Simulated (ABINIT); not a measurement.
# A GW chain in ABINIT: MgO (Fm-3m), part 2 of 3

Aim: the G0W0 gap of MgO (Fm-3m) on PBE, step by step.

ABINIT 10.8.3; PBE and many-body steps on it, plane waves. Known limits of the many-body steps: not at the basis limit; coarse k mesh.

So far. Step 2 (Ground state): The gap is direct, at Γ.

## 3. Bands along the symmetry lines

Level of this step: DFT, PBE, plane waves, norm-conserving pseudopotentials (ABINIT).

The cheap functional maps the bands first; the places of the edges decide which points the dearer methods must see.

Input file run.abi:

```
acell 3*1.0 Angstrom
rprim 
  -0.000000000000 2.097001392700 2.097001392700
  2.097001392700 0.000000000000 2.097001392700
  2.097001392700 2.097001392700 0.000000000000
ntypat 2
znucl 12 8
natom 2
typat 1 2
xred 
  0.000000000000 0.000000000000 0.000000000000
  0.500000000000 0.500000000000 0.500000000000
pp_dirpath "pseudos"
pseudos "Mg.upf, O.upf"
ecut 38
iscf -2
irdden 1
kptopt 0
nkpt 50
kpt 
  0.00000000 0.00000000 0.00000000
  0.06250000 0.00000000 0.06250000
  0.12500000 0.00000000 0.12500000
  0.18750000 0.00000000 0.18750000
  0.25000000 0.00000000 0.25000000
  0.31250000 0.00000000 0.31250000
  0.37500000 0.00000000 0.37500000
  0.43750000 0.00000000 0.43750000
  0.50000000 0.00000000 0.50000000
  0.51562500 0.03125000 0.51562500
  0.53125000 0.06250000 0.53125000
  0.54687500 0.09375000 0.54687500
  0.56250000 0.12500000 0.56250000
  0.57812500 0.15625000 0.57812500
  0.59375000 0.18750000 0.59375000
  0.60937500 0.21875000 0.60937500
  0.62500000 0.25000000 0.62500000
  0.37500000 0.37500000 0.75000000
  0.32812500 0.32812500 0.65625000
  0.28125000 0.28125000 0.56250000
  0.23437500 0.23437500 0.46875000
  0.18750000 0.18750000 0.37500000
  0.14062500 0.14062500 0.28125000
  0.09375000 0.09375000 0.18750000
  0.04687500 0.04687500 0.09375000
  0.00000000 0.00000000 0.00000000
  0.06250000 0.06250000 0.06250000
  0.12500000 0.12500000 0.12500000
  0.18750000 0.18750000 0.18750000
  0.25000000 0.25000000 0.25000000
  0.31250000 0.31250000 0.31250000
  0.37500000 0.37500000 0.37500000
  0.43750000 0.43750000 0.43750000
  0.50000000 0.50000000 0.50000000
  0.50000000 0.46875000 0.53125000
  0.50000000 0.43750000 0.56250000
  0.50000000 0.40625000 0.59375000
  0.50000000 0.37500000 0.62500000
  0.50000000 0.34375000 0.65625000
  0.50000000 0.31250000 0.68750000
  0.50000000 0.28125000 0.71875000
  0.50000000 0.25000000 0.75000000
  0.50000000 0.21875000 0.71875000
  0.50000000 0.18750000 0.68750000
  0.50000000 0.15625000 0.65625000
  0.50000000 0.12500000 0.62500000
  0.50000000 0.09375000 0.59375000
  0.50000000 0.06250000 0.56250000
  0.50000000 0.03125000 0.53125000
  0.50000000 0.00000000 0.50000000
istwfk *1
nband 15
nbdbuf 2
tolwfr 1e-08
nstep 40
prtwf 0
prtvol 0
indata_prefix "in"
outdata_prefix "out"
tmpdata_prefix "tmp"
```

Run with:

```bash
> OMP_NUM_THREADS=1 mpirun -n 4 abinit run.abi > log
```

Numbers of over 12 decimals in the logs are rounded to 6 here.

Output:

```text
.Version 10.8.3 of ABINIT. v10.8.2 released Aug 2026.

 Symmetries : space group Fm -3 m (#225); Bravais cF (face-center cubic)
[... echo of the input left out ...]
== DATASET  1 ==================================================================
-   mpi_nproc: 4, omp_nthreads: 1 (-1 if OMP is not activated)

--- !DatasetInfo
iteration_state: {dtset: 1, }
dimensions: {natom: 2, nkpt: 50, mband: 15, nsppol: 1, nspinor: 1, nspden: 1, mpw: 1411, }
cutoff_energies: {ecut:  38.0, pawecutdg:  -1.0, }
electrons: {nelect:   1.60000000E+01, charge:   0.00000000E+00, occopt:   1.00000000E+00, tsmear:   1.00000000E-02, }

 Real(R)+Recip(G) space primitive vectors, cartesian coordinates (Bohr,Bohr^-1):
 R(1)=  0.0000000  3.9627583  3.9627583  G(1)= -0.1261747  0.1261747  0.1261747
 R(2)=  3.9627583  0.0000000  3.9627583  G(2)=  0.1261747 -0.1261747  0.1261747
 R(3)=  3.9627583  3.9627583  0.0000000  G(3)=  0.1261747  0.1261747 -0.1261747
 Unit cell volume ucvol=  1.2445798E+02 bohr^3
 Angles (23,13,12)=  6.00000000E+01  6.00000000E+01  6.00000000E+01 degrees

 getcut: wavevector=  0.0000  0.0000  0.0000  ngfft=  32  32  32
         ecut(hartree)=     38.000   => boxcut(ratio)=   2.05769

--- Pseudopotential description ------------------------------------------------
- Mg Generated using ONCVPSP code by D. R. Hamann
- 12.00000  10.00000  171031                  znucl, zion, pspdat
12 -101130 1 -1 1510                          pspcod,pspxc,lmax,lloc,mmax
     nproj     2     2     0
  pspatm : epsatm=    9.22893308
         --- l  ekb(1:nproj) -->
             0    2.250005   -0.808630
             1   -6.469357   -2.503313
 pspatm: atomic psp has been read  and splines computed

- O Generated using ONCVPSP code by D. R. Hamann
-  8.00000   6.00000  171031                  znucl, zion, pspdat
12 -101130 2 -1 936                           pspcod,pspxc,lmax,lloc,mmax
     nproj     2     2     1
  pspatm : epsatm=    6.19545534
         --- l  ekb(1:nproj) -->
             0    6.056735    0.824024
[...]
2   -1.331955
 pspatm: atomic psp has been read  and splines computed

--------------------------------------------------------------------------------

================================================================================
 prteigrs : about to open file out_EIG
 Non-SCF case, kpt    1 (  0.00000  0.00000  0.00000), residuals and eigenvalues=
  3.62E-09  2.32E-09  3.41E-09  4.94E-09  9.15E-09  1.91E-09  5.29E-09  8.93E-09
  4.40E-09  1.83E-09  8.92E-09  2.29E-09  6.87E-09  3.16E-08  2.61E-07
 -2.4797E+00 -1.2578E+00 -1.2578E+00 -1.2578E+00 -4.5613E-01  1.7790E-01
  1.7790E-01  1.7790E-01  3.5778E-01  7.6721E-01  7.6721E-01  7.6721E-01
[...]
Non-SCF case, kpt    2 (  0.06250  0.00000  0.06250), residuals and eigenvalues=
  3.02E-09  8.62E-09  1.99E-09  6.39E-09  3.31E-09  3.28E-09  1.66E-09  3.81E-09
[...]
3.33E-09  1.27E-09  8.65E-10  3.46E-09  1.92E-09  1.81E-09  5.31E-09  4.86E-09
  4.55E-09  6.95E-10  6.38E-09  1.73E-09  4.85E-09  4.94E-08  4.13E-07
[...]
Non-SCF case, kpt   49 (  0.50000  0.03125  0.53125), residuals and eigenvalues=
[...]
Non-SCF case, kpt   50 (  0.50000  0.00000  0.50000), residuals and eigenvalues=
[...]
-2.4793E+00 -1.2606E+00 -1.2589E+00 -1.2589E+00 -3.9813E-01  2.7623E-02
  1.2827E-01  1.2827E-01  5.1764E-01  5.5107E-01  6.6414E-01  8.8312E-01
[...]
--- !ResultsGS
iteration_state: {dtset: 1, }
comment   : Summary of ground state results
lattice_vectors:
- [ -0.0000000,   3.9627583,   3.9627583, ]
- [  3.9627583,   0.0000000,   3.9627583, ]
- [  3.9627583,   3.9627583,   0.0000000, ]
lattice_lengths: [   5.60419,    5.60419,    5.60419, ]
lattice_angles: [ 60.000,  60.000,  60.000, ] # degrees, (23, 13, 12)
lattice_volume:   1.2445798E+02
convergence: {deltae:  0.000E+00, res2:  0.000E+00, residm:  9.981E-09, diffor:  0.000E+00, }
etotal    :  -7.60504444E+01
entropy   :   0.00000000E+00
fermie    :   1.77897150E-01
cartesian_stress_tensor: null
pressure_GPa: null
xred      :
- [  0.0000E+00,   0.0000E+00,   0.0000E+00, Mg]
- [  5.0000E-01,   5.0000E-01,   5.0000E-01,  O]
cartesian_forces: null
force_length_stats: {min: null, max: null, mean: null, }

 Integrated electronic density in atomic spheres:
 ------------------------------------------------
 Atom  Sphere_radius  Integrated_density
[...]
================================================================================

 ----iterations are completed or convergence reached----

 Mean square residual over all n,k,spin=   35.766E-10; max=  99.810E-10
 reduced coordinates (array xred) for    2 atoms
       0.000000000000      0.000000000000      0.000000000000
       0.500000000000      0.500000000000      0.500000000000

 cartesian coordinates (angstrom) at end:
    1      0.000000     0.000000     0.000000
    2      2.097001     2.097001     2.097001
 length scales=  1.889726125908  1.889726125908  1.889726125908 bohr
              =  1.000000000000  1.000000000000  1.000000000000 angstroms
 prteigrs : about to open file out_EIG
 Eigenvalues (hartree) for nkpt=  50  k points:
 kpt#   1, nband= 15, wtk=  1.00000, kpt=  0.0000  0.0000  0.0000 (reduced coord)
[...]
kpt#   2, nband= 15, wtk=  1.00000, kpt=  0.0625  0.0000  0.0625 (reduced coord)
[...]
kpt#   3, nband= 15, wtk=  1.00000, kpt=  0.1250  0.0000  0.1250 (reduced coord)
[...]
kpt#  49, nband= 15, wtk=  1.00000, kpt=  0.5000  0.0313  0.5313 (reduced coord)
  -2.47926   -1.26059   -1.25893   -1.25892   -0.39804    0.02832    0.12683    0.12764
   0.51993    0.55330    0.66333    0.87823    0.88457    1.12988    1.18625
 kpt#  50, nband= 15, wtk=  1.00000, kpt=  0.5000  0.0000  0.5000 (reduced coord)
  -2.47926   -1.26059   -1.25891   -1.25891   -0.39813    0.02762    0.12827    0.12827
   0.51764    0.55107    0.66414    0.88312    0.88312    1.12685    1.18428

== END DATASET(S) ==============================================================
================================================================================

 -outvars: echo values of variables after computation  --------
            nband          15
             nkpt          50
          spgroup         225
 [... the other variables as echoed above ...]

 Calculation completed.
```

Run time: 3.6 s. Hardware: 4 MPI ranks of Intel Xeon Platinum 8488C (Sapphire Rapids), shared host; peak memory 0.28 GiB.

This step gave:

- gap: 4.895 eV
- k of the valence top: 0, 0, 0
- k of the conduction bottom: 0, 0, 0
- least direct gap: 4.895 eV

The gap is 4.895 eV, as in the run before at this level.

Electronic bands along the path, in eV, zero at the top of the highest filled band; v1 is the highest filled band, c1 the lowest empty one:

```tsv
point	v4	v3	v2	v1	c1	c2	c3	c4
Γ	-17.25	0.00	0.00	0.00	4.89	16.04	16.04	16.04
halfway	-16.47	-2.63	-0.74	-0.74	8.23	11.31	15.69	17.68
X	-15.67	-4.09	-1.35	-1.35	9.24	10.15	13.23	19.19
halfway	-15.66	-3.94	-1.80	-1.30	9.63	10.67	13.07	18.82
U	-15.65	-3.50	-2.72	-1.15	10.22	11.95	12.66	18.34
jump to K	-15.65	-3.50	-2.72	-1.15	10.22	11.95	12.66	18.34
halfway	-16.39	-2.94	-1.18	-0.39	8.32	12.13	15.56	18.15
Γ	-17.25	0.00	0.00	0.00	4.89	16.04	16.04	16.04
halfway	-16.63	-2.66	-0.34	-0.34	7.24	12.72	16.87	16.87
L	-15.90	-4.64	-0.65	-0.65	8.02	12.76	16.49	16.49
halfway	-15.76	-4.02	-1.94	-0.99	9.80	12.34	13.67	17.10
W	-15.61	-2.96	-2.96	-1.78	11.77	11.77	12.35	15.74
halfway	-15.64	-3.79	-1.90	-1.57	10.13	11.04	12.89	17.56
X	-15.67	-4.09	-1.35	-1.35	9.24	10.15	13.23	19.19
```

The electronic bands as a text plot (rows in eV, shown from -8.0 to 10.9 only):

```
   10.5 |       ++ +++++  ++++                         +     ++++
    9.7 |         +++ ++++    ++                      +       ++
    8.9 |       ++   +                              ++          +
    8.1 |     ++                +              +++++
    7.4 |    +                   ++         +++
    6.6 |                          ++      +
    5.8 |  ++                            ++
    5.0 |++                          ++++
    4.2 |
    3.4 |
    2.6 |
    1.8 |
    1.1 |
    0.3 |**                        ********
   -0.5 | ******            **********  *  ***********
   -1.3 |  **   ************    *  **    **         ******   ****
   -2.1 |    *         **   **** **        *          **  ****
   -2.9 |     ****       ***    *           *           ****
   -3.7 |         *** **********             **       ***   ****
   -4.5 |            *                         *******          *
   -5.2 |
   -6.0 |
   -6.8 |
   -7.6 |
         Γ           X  U|K            Γ         L        W     X
```

## 4. Empty states on the mesh, 4×4×4 mesh, 34 bands

The sums over transitions need many empty states on a uniform mesh; this step solves for them.

Input file run.abi:

```
acell 3*1.0 Angstrom
rprim 
  -0.000000000000 2.097001392700 2.097001392700
  2.097001392700 0.000000000000 2.097001392700
  2.097001392700 2.097001392700 0.000000000000
ntypat 2
znucl 12 8
natom 2
typat 1 2
xred 
  0.000000000000 0.000000000000 0.000000000000
  0.500000000000 0.500000000000 0.500000000000
pp_dirpath "pseudos"
pseudos "Mg.upf, O.upf"
ecut 38
ngkpt 4 4 4
nshiftk 1
shiftk 0 0 0
kptopt 1
chksymbreak 0
iscf -2
irdden 1
istwfk *1
nband 34
nbdbuf 4
tolwfr 1e-09
nstep 60
prtvol 0
indata_prefix "in"
outdata_prefix "out"
tmpdata_prefix "tmp"
```

Output:

```text
.Version 10.8.3 of ABINIT. v10.8.2 released Aug 2026.

 Symmetries : space group Fm -3 m (#225); Bravais cF (face-center cubic)
[... echo of the input left out ...]
== DATASET  1 ==================================================================
-   mpi_nproc: 4, omp_nthreads: 1 (-1 if OMP is not activated)

--- !DatasetInfo
iteration_state: {dtset: 1, }
dimensions: {natom: 2, nkpt: 8, mband: 34, nsppol: 1, nspinor: 1, nspden: 1, mpw: 1411, }
cutoff_energies: {ecut:  38.0, pawecutdg:  -1.0, }
electrons: {nelect:   1.60000000E+01, charge:   0.00000000E+00, occopt:   1.00000000E+00, tsmear:   1.00000000E-02, }

 Real(R)+Recip(G) space primitive vectors, cartesian coordinates (Bohr,Bohr^-1):
 R(1)=  0.0000000  3.9627583  3.9627583  G(1)= -0.1261747  0.1261747  0.1261747
 R(2)=  3.9627583  0.0000000  3.9627583  G(2)=  0.1261747 -0.1261747  0.1261747
 R(3)=  3.9627583  3.9627583  0.0000000  G(3)=  0.1261747  0.1261747 -0.1261747
 Unit cell volume ucvol=  1.2445798E+02 bohr^3
 Angles (23,13,12)=  6.00000000E+01  6.00000000E+01  6.00000000E+01 degrees

 getcut: wavevector=  0.0000  0.0000  0.0000  ngfft=  32  32  32
         ecut(hartree)=     38.000   => boxcut(ratio)=   2.05769

--- Pseudopotential description ------------------------------------------------
- Mg Generated using ONCVPSP code by D. R. Hamann
- 12.00000  10.00000  171031                  znucl, zion, pspdat
12 -101130 1 -1 1510                          pspcod,pspxc,lmax,lloc,mmax
     nproj     2     2     0
  pspatm : epsatm=    9.22893308
         --- l  ekb(1:nproj) -->
             0    2.250005   -0.808630
             1   -6.469357   -2.503313
 pspatm: atomic psp has been read  and splines computed

- O Generated using ONCVPSP code by D. R. Hamann
-  8.00000   6.00000  171031                  znucl, zion, pspdat
12 -101130 2 -1 936                           pspcod,pspxc,lmax,lloc,mmax
     nproj     2     2     1
  pspatm : epsatm=    6.19545534
         --- l  ekb(1:nproj) -->
             0    6.056735    0.824024
[...]
2   -1.331955
 pspatm: atomic psp has been read  and splines computed

--------------------------------------------------------------------------------

================================================================================
 prteigrs : about to open file out_EIG
 Non-SCF case, kpt    1 (  0.00000  0.00000  0.00000), residuals and eigenvalues=
  1.38E-10  3.47E-10  4.93E-10  3.81E-10  7.66E-10  1.80E-10  3.21E-10  2.84E-10
  4.35E-10  2.95E-10  6.26E-10  4.78E-10  3.26E-11  5.03E-10  1.18E-10  4.65E-10
  7.09E-10  6.77E-10  3.12E-11  1.93E-10  1.51E-10  8.47E-10  8.81E-11  5.37E-10
[...]
4.24E-06  1.05E-03
 -2.4797E+00 -1.2578E+00 -1.2578E+00 -1.2578E+00 -4.5613E-01  1.7790E-01
  1.7790E-01  1.7790E-01  3.5778E-01  7.6721E-01  7.6721E-01  7.6721E-01
  9.0692E-01  9.8181E-01  9.8181E-01  1.0811E+00  1.0811E+00  1.0811E+00
  1.5991E+00  1.5991E+00  1.5991E+00  1.6272E+00  2.0559E+00  2.0559E+00
  2.0559E+00  2.2529E+00  2.2529E+00  2.2869E+00  2.2869E+00  2.2869E+00
  2.4349E+00  2.6274E+00  2.6274E+00  2.8708E+00
 prteigrs : prtvol=0 or 1, do not print more k-points.

--- !ResultsGS
iteration_state: {dtset: 1, }
comment   : Summary of ground state results
lattice_vectors:
- [ -0.0000000,   3.9627583,   3.9627583, ]
- [  3.9627583,   0.0000000,   3.9627583, ]
- [  3.9627583,   3.9627583,   0.0000000, ]
lattice_lengths: [   5.60419,    5.60419,    5.60419, ]
lattice_angles: [ 60.000,  60.000,  60.000, ] # degrees, (23, 13, 12)
lattice_volume:   1.2445798E+02
convergence: {deltae:  0.000E+00, res2:  0.000E+00, residm:  9.865E-10, diffor:  0.000E+00, }
etotal    :  -7.60504444E+01
entropy   :   0.00000000E+00
fermie    :   1.77897150E-01
cartesian_stress_tensor: null
pressure_GPa: null
xred      :
- [  0.0000E+00,   0.0000E+00,   0.0000E+00, Mg]
- [  5.0000E-01,   5.0000E-01,   5.0000E-01,  O]
cartesian_forces: null
force_length_stats: {min: null, max: null, mean: null, }

 Integrated electronic density in atomic spheres:
 ------------------------------------------------
 Atom  Sphere_radius  Integrated_density
[...]
================================================================================

 ----iterations are completed or convergence reached----

 Mean square residual over all n,k,spin=   34.812E-11; max=  98.647E-11
 reduced coordinates (array xred) for    2 atoms
       0.000000000000      0.000000000000      0.000000000000
       0.500000000000      0.500000000000      0.500000000000

 cartesian coordinates (angstrom) at end:
    1      0.000000     0.000000     0.000000
    2      2.097001     2.097001     2.097001
 length scales=  1.889726125908  1.889726125908  1.889726125908 bohr
              =  1.000000000000  1.000000000000  1.000000000000 angstroms
 prteigrs : about to open file out_EIG
 Eigenvalues (hartree) for nkpt=   8  k points:
 kpt#   1, nband= 34, wtk=  0.01563, kpt=  0.0000  0.0000  0.0000 (reduced coord)
[...]
1.08114    1.08114    1.59906    1.59906    1.59906    1.62719    2.05588    2.05588
   2.05588    2.25286    2.25286    2.28687    2.28687    2.28687    2.43490    2.62740
   2.62740    2.87076
 prteigrs : prtvol=0 or 1, do not print more k-points.

== END DATASET(S) ==============================================================
================================================================================

 -outvars: echo values of variables after computation  --------
            nband          34
             nkpt           8
          spgroup         225
 [... the other variables as echoed above ...]

 Calculation completed.
```

The job ended after 2.6 s (4 MPI ranks; peak memory 0.07 GiB).

Numbers from this step:

```yaml
gap: 4.895 eV
k_of_the_valence_top: 0, 0, 0
k_of_the_conduction_bottom: 0, 0, 0
least_direct_gap: 4.895 eV
k_points_computed: 8
lowest_point_of_the_top_converged_band_above_the_valence_top: 54.3226 eV
```

On this mesh the gap is 4.895 eV.

## 5. Screening, 4×4×4 mesh, 30 bands, screening to 130.6 eV

The RPA dielectric matrix is built and inverted for each q.

This step: RPA screening on PBE, plane waves, norm-conserving pseudopotentials.

run.abi, as its differences from that of step 4:

```diff
@@ -20,10 +20,11 @@
 chksymbreak 0
-iscf -2
-irdden 1
 istwfk *1
-nband 34
-nbdbuf 4
-tolwfr 1e-09
-nstep 60
-prtvol 0
+occopt 1
+irdwfk 1
+optdriver 3
+nband 30
+ecuteps 4.8
+inclvkb 2
+awtr 1
+symchi 1
 indata_prefix "in"
```

Output:

```text
.Version 10.8.3 of ABINIT. v10.8.2 released Aug 2026.

 Symmetries : space group Fm -3 m (#225); Bravais cF (face-center cubic)
[... echo of the input left out ...]
== DATASET  1 ==================================================================
-   mpi_nproc: 4, omp_nthreads: 1 (-1 if OMP is not activated)

--- !DatasetInfo
iteration_state: {dtset: 1, }
dimensions: {natom: 2, nkpt: 8, mband: 30, nsppol: 1, nspinor: 1, nspden: 1, mpw: 1411, }
cutoff_energies: {ecut:  38.0, pawecutdg:  -1.0, }
electrons: {nelect:   1.60000000E+01, charge:   0.00000000E+00, occopt:   1.00000000E+00, tsmear:   1.00000000E-02, }

 SCREENING: Calculation of the susceptibility and dielectric matrices

 Based on a program developped by R.W. Godby, V. Olevano, G. Onida, and L. Reining.
 Incorporated in ABINIT by V. Olevano, G.-M. Rignanese, and M. Torrent.
.Using double precision arithmetic ; gwpc =  8

[... cell and pseudopotentials left out ...]
--------------------------------------------------------------------------------

 ==== K-mesh for the wavefunctions ====
 Number of points in the irreducible wedge :     8
[... list of points left out ...]
 Together with 48 symmetry operations and time-reversal symmetry
 yields    64 points in the full Brillouin Zone.

 ==== Q-mesh for the screening function ====
 Number of points in the irreducible wedge :     8
[... list of points left out ...]
 Together with 48 symmetry operations and time-reversal symmetry
 yields    64 points in the full Brillouin Zone.

 setmesh: FFT mesh size selected  =    24x   24x   24
          total number of points  =        13824

 vcoul_init : cutoff-mode = AUXILIARY_FUNCTION
 q-points for optical limit:   1
     1)      0.000010    0.000020    0.000030

- screening: taking advantage of time-reversal symmetry
- Maximum band index for partially occupied states nbvw = 8
- Remaining bands to be divided among processors   nbcw = 22
- Number of bands treated by each node ~5

 Number of electrons calculated from density =   16.0000; Expected =   16.0000
 average of density, n =  0.128557
 r_s =    1.2291
 omega_plasma =   34.5863 [eV]

 calculating chi0 at frequencies [eV] :
  1    0.000000E+00    0.000000E+00
  2    0.000000E+00    3.458631E+01

--------------------------------------------------------------------------------
  q-point number  1        q = ( 0.000000, 0.000000, 0.000000) [r.l.u.]
--------------------------------------------------------------------------------
[... chi0 elements left out ...]
 For q-point:  0.000010 0.000020 0.000030
  dielectric constant =   3.1594
  dielectric constant without local fields =   3.3600

  Average fulfillment of the sum rule on Im[epsilon] for q-point    1 :     32.27  [%]
[... wings left out ...]
  q-point number  2        q = ( 0.250000, 0.000000, 0.000000) [r.l.u.]
--------------------------------------------------------------------------------
[... chi0 elements left out ...]
  Average fulfillment of the sum rule on Im[epsilon] for q-point    2 :     50.74  [%]

 [... 6 further q-points ...]
```

It took 3.6 s on 4 MPI ranks; peak memory 0.4 GiB; 14 s of CPU time.

This step gave:

* ε∞ with local fields, on this mesh, along the program's q direction: 3.159
* the same without local fields: 3.36
* plasma frequency: 34.59 eV
* plane waves in the screening matrix: 59

Local fields lower ε∞ by 6 %. On a Γ-centred mesh this coarse the value itself is usually too large, while a short band sum pulls it down.

(Continued in part 3 of 3.)

[Paths, hosts, dates, memory and timing lines, banners, echoed tables and standing remarks are left out of the program output.]

[Logs are printed without paths, hosts, clocks, repeated set-up lines and the standing remarks that a program may print on its own settings, such as how far it seeks lower states.]

[Runs of the session that timed out or met a known fault of the program may be left out.]

[No measured gap is set beside runs whose start may be inverted or whose files or cutoffs have a known fault.]

[Hosts, paths, dates, database ids (printed as entryN), source tags and the programs' standing remarks are cut or masked in the printed files.]

[G0W0 gaps are taken among the corrected bands and points alone; a level outside them can change the order at an edge.]

[Where Ansatz stands beside ABINIT at settings called matched, ABINIT's density can come from a denser mesh and the files from another edition; pairs whose starting gaps differed by over 0.03 eV were left out, so agreement reads better than it is.]
